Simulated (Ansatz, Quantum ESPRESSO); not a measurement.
**GaIr (Pm-3m): zone-centre phonons**

Aim: the zone-centre modes of GaIr (Pm-3m).

Method: DFT LDA, scalar-relativistic, plane waves, JTH PAW pseudopotentials, in Quantum ESPRESSO 7.5.

### 1. Starting point

The structure is cubic, space group Pm-3m (No. 221). Conventional cell: a = 3.004 Å, b = 3.004 Å, c = 3.004 Å, α = 90.00°, β = 90.00°, γ = 90.00°. Nearest to Ga lie 8 Ir at 2.60 Å. Ir has 8 Ga at 2.60 Å nearest. Farther neighbours are not listed.

### 2. A first look

A cheap run with smearing and empty bands tells whether the crystal has a gap, which decides between fixed occupations and smearing later on.

File probe.in:

```
 &control
    calculation='scf',
    prefix='x',
    outdir='./tmp',
    pseudo_dir='./pseudo',
    tprnfor=.true.,
    tstress=.true.,
    verbosity='high',
 /
 &system
    ibrav=0,
    nat=2,
    ntyp=2,
    ecutwfc=50.0,
    ecutrho=250.0,
    occupations='smearing',
    smearing='gaussian',
    degauss=0.01,
 /
 &electrons
    conv_thr=1.0d-07,
    mixing_beta=0.7,
    electron_maxstep=100,
 /
ATOMIC_SPECIES
 Ga     69.7230  Ga.upf
 Ir    192.2170  Ir.upf
CELL_PARAMETERS angstrom
     3.004000000    0.000000000    0.000000000
     0.000000000    3.004000000    0.000000000
     0.000000000    0.000000000    3.004000000
ATOMIC_POSITIONS crystal
 Ga     0.000000000   0.000000000   0.000000000
 Ir     0.500000000   0.500000000   0.500000000
K_POINTS automatic
 6 6 6 0 0 0
```

Run with:

```console
> OMP_NUM_THREADS=1 mpirun -n 4 pw.x -nk 4 -in probe.in > probe.out
```

Log:

```text
[banners, grids, parts of the stress and lines that vanish by symmetry left out]
Program PWSCF v.7.5
     file Ga.upf: wavefunction(s)  0S 4P 0P 3D 0D renormalized
     file Ir.upf: wavefunction(s)  0S 5P 0P 5D 0D renormalized
[...]
kinetic-energy cutoff     =      50.0000  Ry
     charge density cutoff     =     250.0000  Ry
     scf convergence threshold =      1.0E-07
[...]
Exchange-correlation= SLA PW NOGX NOGC
                           (   1   4   0   0   0   0   0)
[...]
48 Sym. Ops., with inversion, found
[...]
(     0          1          0      )
                  (     0          0          1      )
[...]
(  0.0000000  1.0000000  0.0000000 )
                  (  0.0000000  0.0000000  1.0000000 )
[...]
(     0         -1          0      )
[...]
(  0.0000000 -1.0000000  0.0000000 )
[...]
(     0          0          1      )
                  (     1          0          0      )
[...]
( -1.0000000  0.0000000  0.0000000 )
                  (  0.0000000  1.0000000  0.0000000 )
[...]
number of k points=    20  Gaussian smearing, width (Ry)=  0.0100
[...]
End of self-consistent calculation
[...]
the Fermi energy is    21.1340 ev
!    total energy              =   -1072.64132492 Ry
[...]
convergence has been achieved in   7 iterations
[...]
atom    1 type  1   force =     0.00000000    0.00000000    0.00000000
     atom    2 type  2   force =     0.00000000    0.00000000    0.00000000
[...]
Total force =     0.000000     Total SCF correction =     0.000000
[...]
total   stress  (Ry/bohr**3)                   (kbar)     P=      -19.59
[...]
XML data file, charge density, pseudopotentials, collected wavefunctions

   JOB DONE.
```

It took 2.9 s on 4 MPI ranks of Arm Neoverse V1, shared host; 11 s of CPU time.

Read from the output:

```
volume per atom   : 13.55 Å³
pressure          : -1.959 GPa
gap on the k-mesh : 0 eV
```

No gap opens on this mesh, so smearing is kept; the start stands at -2.0 GPa.

### 3. Relaxation

Frequencies change by per cents with a per cent of volume, so the structure is first brought to rest at this level of theory.

File relax.in:

```
 &control
    calculation='vc-relax',
    prefix='x',
    outdir='./tmp',
    pseudo_dir='./pseudo',
    tprnfor=.true.,
    tstress=.true.,
    forc_conv_thr=2.0d-05,
    etot_conv_thr=1.0d-07,
    nstep=40,
 /
 &system
    ibrav=0,
    nat=2,
    ntyp=2,
    ecutwfc=50.0,
    ecutrho=250.0,
    occupations='smearing',
    smearing='mv',
    degauss=0.02,
 /
 &electrons
    conv_thr=1.0d-11,
    mixing_beta=0.7,
    electron_maxstep=100,
 /
 &ions
 /
 &cell
    press_conv_thr=0.1,
 /
ATOMIC_SPECIES
 Ga     69.7230  Ga.upf
 Ir    192.2170  Ir.upf
CELL_PARAMETERS angstrom
     3.004000000    0.000000000    0.000000000
     0.000000000    3.004000000    0.000000000
     0.000000000    0.000000000    3.004000000
ATOMIC_POSITIONS crystal
 Ga     0.000000000   0.000000000   0.000000000
 Ir     0.500000000   0.500000000   0.500000000
K_POINTS automatic
 10 10 10 0 0 0
```

Run with:

```console
> OMP_NUM_THREADS=1 mpirun -n 4 pw.x -nk 4 -in relax.in > relax.out
```

Log:

```text
[banners, grids, parts of the stress and lines that vanish by symmetry left out]
[banner, memory and clock lines left out]
Program PWSCF v.7.5

[...]
kinetic-energy cutoff     =      50.0000  Ry
     charge density cutoff     =     250.0000  Ry
     scf convergence threshold =      1.0E-11
[...]
energy convergence thresh.=      1.0E-07
     force convergence thresh. =      2.0E-05
     press convergence thresh. =      1.0E-01
     Exchange-correlation= SLA PW NOGX NOGC
                           (   1   4   0   0   0   0   0)
[...]
48 Sym. Ops., with inversion, found
[...]
number of k points=    56  Marzari-Vanderbilt smearing, width (Ry)=  0.0200
[...]
c_bands:  1 eigenvalues not converged
[...]
End of self-consistent calculation
[...]
the Fermi energy is    21.1299 ev
!    total energy              =   -1072.64154399 Ry
[...]
convergence has been achieved in  10 iterations
[...]
atom    1 type  1   force =     0.00000000    0.00000000    0.00000000
     atom    2 type  2   force =     0.00000000    0.00000000    0.00000000
     Total force =     0.000000     Total SCF correction =     0.000000
[...]
total   stress  (Ry/bohr**3)                   (kbar)     P=      -17.49
[...]
number of bfgs steps    =   0
[...]
CELL_PARAMETERS (angstrom)
[...]
ATOMIC_POSITIONS (crystal)
Ga               0.0000000000        0.0000000000        0.0000000000
Ir               0.5000000000        0.5000000000        0.5000000000
[...]
New effective cutoffs (rho, wfc):  251.41   50.29
[...]
End of self-consistent calculation
[...]
the Fermi energy is    21.3745 ev
!    total energy              =   -1072.64161135 Ry
[...]
convergence has been achieved in  15 iterations
[...]
atom    1 type  1   force =     0.00000000    0.00000000    0.00000000
     atom    2 type  2   force =     0.00000000    0.00000000    0.00000000
     Total force =     0.000000     Total SCF correction =     0.000000
[...]
total   stress  (Ry/bohr**3)                   (kbar)     P=        5.59
[...]
number of bfgs steps    =   1
[...]
CELL_PARAMETERS (angstrom)
[...]
ATOMIC_POSITIONS (crystal)
Ga               0.0000000000        0.0000000000        0.0000000000
Ir               0.5000000000        0.5000000000        0.5000000000
[...]
New effective cutoffs (rho, wfc):  251.05   50.22
[...]
End of self-consistent calculation
[...]
the Fermi energy is    21.3152 ev
!    total energy              =   -1072.64161847 Ry
[...]
convergence has been achieved in  16 iterations
[...]
atom    1 type  1   force =     0.00000000    0.00000000    0.00000000
     atom    2 type  2   force =     0.00000000    0.00000000    0.00000000
     Total force =     0.000000     Total SCF correction =     0.000000
[...]
total   stress  (Ry/bohr**3)                   (kbar)     P=       -0.13
[...]
number of bfgs steps    =   2
[...]
small trust_radius: resetting bfgs history
[...]
CELL_PARAMETERS (angstrom)
[...]
ATOMIC_POSITIONS (crystal)
Ga               0.0000000000        0.0000000000        0.0000000000
Ir               0.5000000000        0.5000000000        0.5000000000
[...]
New effective cutoffs (rho, wfc):  251.06   50.22
[...]
End of self-consistent calculation
[...]
the Fermi energy is    21.3171 ev
!    total energy              =   -1072.64161847 Ry
[...]
convergence has been achieved in  11 iterations
[...]
atom    1 type  1   force =     0.00000000    0.00000000    0.00000000
     atom    2 type  2   force =     0.00000000    0.00000000    0.00000000
     Total force =     0.000000     Total SCF correction =     0.000000
[...]
total   stress  (Ry/bohr**3)                   (kbar)     P=        0.02
[...]
bfgs converged in   4 scf cycles and   3 bfgs steps
[...]
End of BFGS Geometry Optimization
     Final enthalpy           =   -1072.6416184712 Ry
     File ./tmp/x.bfgs deleted, as requested
[...]
CELL_PARAMETERS (angstrom)
[...]
ATOMIC_POSITIONS (crystal)
Ga               0.0000000000        0.0000000000        0.0000000000
Ir               0.5000000000        0.5000000000        0.5000000000
[...]
Final scf calculation at the relaxed structure.
[...]
kinetic-energy cutoff     =      50.0000  Ry
     charge density cutoff     =     250.0000  Ry
     scf convergence threshold =      1.0E-13
[...]
press convergence thresh. =      1.0E-01
     Exchange-correlation= SLA PW NOGX NOGC
                           (   1   4   0   0   0   0   0)
[...]
48 Sym. Ops., with inversion, found
[...]
number of k points=    56  Marzari-Vanderbilt smearing, width (Ry)=  0.0200
[...]
c_bands:  1 eigenvalues not converged
     c_bands:  1 eigenvalues not converged
     c_bands:  1 eigenvalues not converged
[...]
c_bands:  1 eigenvalues not converged
     c_bands:  1 eigenvalues not converged
[...]
End of self-consistent calculation
[...]
the Fermi energy is    21.3171 ev
!    total energy              =   -1072.64160909 Ry
[...]
convergence has been achieved in  12 iterations
[...]
atom    1 type  1   force =     0.00000000    0.00000000    0.00000000
     atom    2 type  2   force =     0.00000000    0.00000000    0.00000000
     Total force =     0.000000     Total SCF correction =     0.000000
[...]
total   stress  (Ry/bohr**3)                   (kbar)     P=        0.03
[...]
XML data file, charge density, pseudopotentials, collected wavefunctions
```

Wall time 27 s (4 MPI ranks).

Relaxation path:

```csv
step,energy less that of the first step (eV),largest force (eV/Å),pressure (GPa),volume (Å³)
1,0.0000,0.0000,-1.75,27.11
2,-0.0009,0.0000,0.56,26.87
3,-0.0010,0.0000,-0.01,26.93
4,-0.0010,0.0000,0.00,26.92
5,-0.0009,0.0000,0.00,26.92
```

```csv
"conventional cell, symmetrised",before,after,change
a (Å),3.004,2.997,-0.2 %
b (Å),3.004,2.997,-0.2 %
c (Å),3.004,2.997,-0.2 %
volume (Å³/atom),13.55,13.46,-0.7 %
```

The relaxed structure:

```
Ga Ir
1.0
     2.99716    0.00000    0.00000
     0.00000    2.99716    0.00000
     0.00000    0.00000    2.99716
Ga Ir
1 1
Direct
  0.00000 0.00000 0.00000
  0.50000 0.50000 0.50000
```

The last row of the table of steps is pw.x's closing run on a basis chosen anew for the final cell, so its energy can jump.

Numbers from this step:

```
volume per atom : 13.46 Å³
pressure        : 0.003000 GPa
```

The volume changes by -0.7 % from the cell with which this run began.

### 4. Self-consistent run for the response

The response is built on this ground state, so it is converged far tighter than an energy would need. Smearing stays on, as the first look found no gap above 0.3 eV.

File scf.in:

```
 &control
    calculation='scf',
    prefix='x',
    outdir='./tmp',
    pseudo_dir='./pseudo',
    tprnfor=.true.,
    tstress=.true.,
 /
 &system
    ibrav=0,
    nat=2,
    ntyp=2,
    ecutwfc=50.0,
    ecutrho=250.0,
    occupations='smearing',
    smearing='mv',
    degauss=0.02,
 /
 &electrons
    conv_thr=1.0d-12,
    mixing_beta=0.7,
    electron_maxstep=100,
 /
ATOMIC_SPECIES
 Ga     69.7230  Ga.upf
 Ir    192.2170  Ir.upf
CELL_PARAMETERS angstrom
     2.997159495    0.000000000    0.000000000
     0.000000000    2.997159495    0.000000000
     0.000000000    0.000000000    2.997159495
ATOMIC_POSITIONS crystal
 Ga     0.000000000   0.000000000   0.000000000
 Ir     0.500000000   0.500000000   0.500000000
K_POINTS automatic
 12 12 12 0 0 0
```

Run with:

```console
> OMP_NUM_THREADS=1 mpirun -n 4 pw.x -nk 4 -in scf.in > scf.out
```

Log:

```text
[banners, grids, parts of the stress and lines that vanish by symmetry left out]
[banner, memory and clock lines left out]
Program PWSCF v.7.5

[...]
kinetic-energy cutoff     =      50.0000  Ry
     charge density cutoff     =     250.0000  Ry
     scf convergence threshold =      1.0E-12
[...]
Exchange-correlation= SLA PW NOGX NOGC
                           (   1   4   0   0   0   0   0)
[...]
48 Sym. Ops., with inversion, found
[...]
number of k points=    84  Marzari-Vanderbilt smearing, width (Ry)=  0.0200
[...]
End of self-consistent calculation
[...]
the Fermi energy is    21.3152 ev
!    total energy              =   -1072.64156565 Ry
[...]
convergence has been achieved in  10 iterations
[...]
atom    1 type  1   force =     0.00000000    0.00000000    0.00000000
     atom    2 type  2   force =     0.00000000    0.00000000    0.00000000
     Total force =     0.000000     Total SCF correction =     0.000000
[...]
total   stress  (Ry/bohr**3)                   (kbar)     P=        1.68
[...]
XML data file, charge density, pseudopotentials, collected wavefunctions
```

It took 8.3 s on 4 MPI ranks; 33 s of CPU time.

Read from the output:

| Property | Result |
| --- | --- |
| pressure | 0.168 GPa |

The cell stands at 0.17 GPa, close enough for phonons.

### 5. Zone-centre response

At q = 0 one unit cell holds all displacements; symmetry groups them into irreducible representations that are solved one by one. With smeared occupations no response to a homogeneous field can be asked.

File ph.in:

```
phonons
 &inputph
    prefix='x',
    outdir='./tmp',
    fildyn='g.dyn',
    tr2_ph=1.0d-18,
    alpha_mix(1)=0.4,
    nmix_ph=8,
 /
0.000000000 0.000000000 0.000000000
```

Run with:

```console
> OMP_NUM_THREADS=1 mpirun -n 4 ph.x -nk 4 -in ph.in > ph.out
```

Log:

```text
[banners, grids, parts of the stress and lines that vanish by symmetry left out]
[banner, memory and clock lines left out]
Program PHONON v.7.5

     ./tmp/x.save/

     file Ga.upf: wavefunction(s)  0S 4P 0P 3D 0D renormalized
     file Ir.upf: wavefunction(s)  0S 5P 0P 5D 0D renormalized

     IMPORTANT: XC functional enforced from input :
     Exchange-correlation= PW
                           (   1   4   0   0   0   0   0)
     Any further DFT definition will be discarded
     Please, verify this is what you really want

     G-vector sticks info

     Reading collected, re-writing distributed wavefunctions in ./tmp/

     Number and degeneracy of irreps per q-point
       N         xq(1)         xq(2)         xq(3)   N irreps
       1   0.000000000   0.000000000   0.000000000       2
        3   3

     Calculation of q =    0.0000000   0.0000000   0.0000000

     phonons

     bravais-lattice index     =            0
     lattice parameter (alat)  =       5.6638  a.u.
     unit-cell volume          =     181.6880 (a.u.)^3
     number of atoms/cell      =            2
     number of atomic types    =            2
     kinetic-energy cut-off    =      50.0000  Ry
     charge density cut-off    =     250.0000  Ry
     convergence threshold     =      1.0E-18
     beta                      =       0.4000
     number of iterations used =            8
     Exchange-correlation= PW
                           (   1   4   0   0   0   0   0)

     celldm(1)=    5.66381  celldm(2)=    0.00000  celldm(3)=    0.00000
     celldm(4)=    0.00000  celldm(5)=    0.00000  celldm(6)=    0.00000

     crystal axes: (cart. coord. in units of alat)
               a(1) = (  1.0000  0.0000  0.0000 )
               a(2) = (  0.0000  1.0000  0.0000 )
               a(3) = (  0.0000  0.0000  1.0000 )

     reciprocal axes: (cart. coord. in units 2 pi/alat)
               b(1) = (  1.0000  0.0000  0.0000 )
               b(2) = (  0.0000  1.0000  0.0000 )
               b(3) = (  0.0000  0.0000  1.0000 )

     Atoms inside the unit cell:

     Cartesian axes

     site n.  atom      mass           positions (alat units)
        1  Ga     69.7230   tau(    1) = (    0.00000    0.00000    0.00000  )
        2  Ir    192.2170   tau(    2) = (    0.50000    0.50000    0.50000  )

     Computing dynamical matrix for
                    q = (   0.0000000   0.0000000   0.0000000 )

     49 Sym.Ops. (with q -> -q+G )

     G cutoff =  203.1411  (  12149 G-vectors)     FFT grid: ( 30, 30, 30)
     G cutoff =  162.5128  (   8709 G-vectors)  smooth grid: ( 25, 25, 25)

     number of k points=    84  Marzari-Vanderbilt smearing, width (Ry)=  0.0200
                       cart. coord. in units 2pi/alat
        k(    1) = (   0.0000000   0.0000000   0.0000000), wk =   0.0011574
        k(    2) = (   0.0000000   0.0000000   0.0833333), wk =   0.0069444
        k(    3) = (   0.0000000   0.0000000   0.1666667), wk =   0.0069444
        [... further k-points left out ...]

     PseudoPot. # 1 for Ga read from file:
     ./pseudo/Ga.upf
     Pseudo is Projector augmented-wave + core cor, Zval = 13.0
     Shape of augmentation charge: BESSEL
     Using radial grid of 1052 points,  6 beta functions with:
                l(1) =   0
                l(2) =   0
                l(3) =   1
                l(4) =   1
                l(5) =   2
                l(6) =   2
     Q(r) pseudized with 0 coefficients

     PseudoPot. # 2 for Ir read from file:
     ./pseudo/Ir.upf
     Pseudo is Projector augmented-wave + core cor, Zval = 15.0
     Shape of augmentation charge: SINC**2
     Using radial grid of 1125 points,  6 beta functions with:
                l(1) =   0
                l(2) =   0
                l(3) =   1
                l(4) =   1
                l(5) =   2
                l(6) =   2
     Q(r) pseudized with 0 coefficients

     Mode symmetry, O_h (m-3m)  point group:

     Atomic displacements:
     There are    2 irreducible representations

     Representation     1      3 modes -  To be done

     Representation     2      3 modes -  To be done

     Alpha used in Ewald sum =   2.4000

     Representation #   1 modes #   1   2   3

     Self-consistent Calculation
      thresh= 1.000E-02 alpha_mix =  0.400 |ddv_scf|^2 =  8.250E-06
      thresh= 2.872E-04 alpha_mix =  0.400 |ddv_scf|^2 =  4.516E-07
      thresh= 6.720E-05 alpha_mix =  0.400 |ddv_scf|^2 =  1.115E-08
      thresh= 1.056E-05 alpha_mix =  0.400 |ddv_scf|^2 =  8.251E-11
      thresh= 9.083E-07 alpha_mix =  0.400 |ddv_scf|^2 =  8.764E-12
      thresh= 2.960E-07 alpha_mix =  0.400 |ddv_scf|^2 =  1.822E-13
      thresh= 4.268E-08 alpha_mix =  0.400 |ddv_scf|^2 =  2.741E-16
      thresh= 1.656E-09 alpha_mix =  0.400 |ddv_scf|^2 =  7.432E-17
      thresh= 8.621E-10 alpha_mix =  0.400 |ddv_scf|^2 =  3.758E-20

     End of self-consistent calculation

     Convergence has been achieved

     Representation #   2 modes #   4   5   6

     Self-consistent Calculation
      thresh= 1.000E-02 alpha_mix =  0.400 |ddv_scf|^2 =  9.761E-06
      thresh= 3.124E-04 alpha_mix =  0.400 |ddv_scf|^2 =  1.060E-06
      thresh= 1.029E-04 alpha_mix =  0.400 |ddv_scf|^2 =  5.858E-08
      thresh= 2.420E-05 alpha_mix =  0.400 |ddv_scf|^2 =  1.702E-09
      thresh= 4.126E-06 alpha_mix =  0.400 |ddv_scf|^2 =  3.403E-11
      thresh= 5.834E-07 alpha_mix =  0.400 |ddv_scf|^2 =  6.460E-12
      thresh= 2.542E-07 alpha_mix =  0.400 |ddv_scf|^2 =  1.316E-14
      thresh= 1.147E-08 alpha_mix =  0.400 |ddv_scf|^2 =  2.106E-16
      thresh= 1.451E-09 alpha_mix =  0.400 |ddv_scf|^2 =  5.821E-18
      thresh= 2.413E-10 alpha_mix =  0.400 |ddv_scf|^2 =  7.497E-21

     End of self-consistent calculation

     Convergence has been achieved

     Number of q in the star =    1
     List of q in the star:
          1   0.000000000   0.000000000   0.000000000

     Diagonalizing the dynamical matrix

     q = (    0.000000000   0.000000000   0.000000000 )

 **************************************************************************
     freq (    1) =      -0.057732 [THz] =      -1.925729 [cm-1]
     freq (    2) =      -0.057732 [THz] =      -1.925729 [cm-1]
     freq (    3) =      -0.057732 [THz] =      -1.925729 [cm-1]
     freq (    4) =       5.445495 [THz] =     181.642166 [cm-1]
     freq (    5) =       5.445495 [THz] =     181.642166 [cm-1]
     freq (    6) =       5.445495 [THz] =     181.642166 [cm-1]
 **************************************************************************

     Mode symmetry, O_h (m-3m)  point group:

     freq (   1-   3) =         -1.9  [cm-1]   --> T_1u G_15  G_4- I
     freq (   4-   6) =        181.6  [cm-1]   --> T_1u G_15  G_4- I
```

It took 1.9 min on 4 MPI ranks; 7.5 min of CPU time.

Numbers from this step:

* largest acoustic frequency at the zone centre before the sum rule: -1.93 cm⁻¹
* highest optical zone-centre mode (no LO-TO term): 181.6 cm⁻¹
* lowest optical zone-centre mode: 181.6 cm⁻¹

Optical modes; normalised displacements of the dynamical-matrix file. Modes at Γ, with each element's share of the kinetic energy:

```csv
mode,frequency (cm⁻¹),symmetry,Ga %,Ir %
1,181.6,T1u,73,27
2,181.6,T1u,73,27
3,181.6,T1u,73,27
```

Displacements in mode 2 (181.6 cm⁻¹), the largest set to 1:
```
Ga1  0.00  0.00 -1.00
Ir2  0.00  0.00  0.36
```

The acoustic modes at Γ come out as far as 1.9 cm⁻¹ from zero, where they should vanish, a small numerical error.

(Continued in part 2 of 2.)

[Host names and launcher messages were left out of these logs when they were recorded.]

[Logs are printed without paths, hosts, clocks, repeated set-up lines and the standing remarks that a program may print on its own settings, such as how far it seeks lower states.]

[Hosts, paths, dates, database ids (printed as entryN), source tags and the programs' standing remarks are cut or masked in the printed files.]
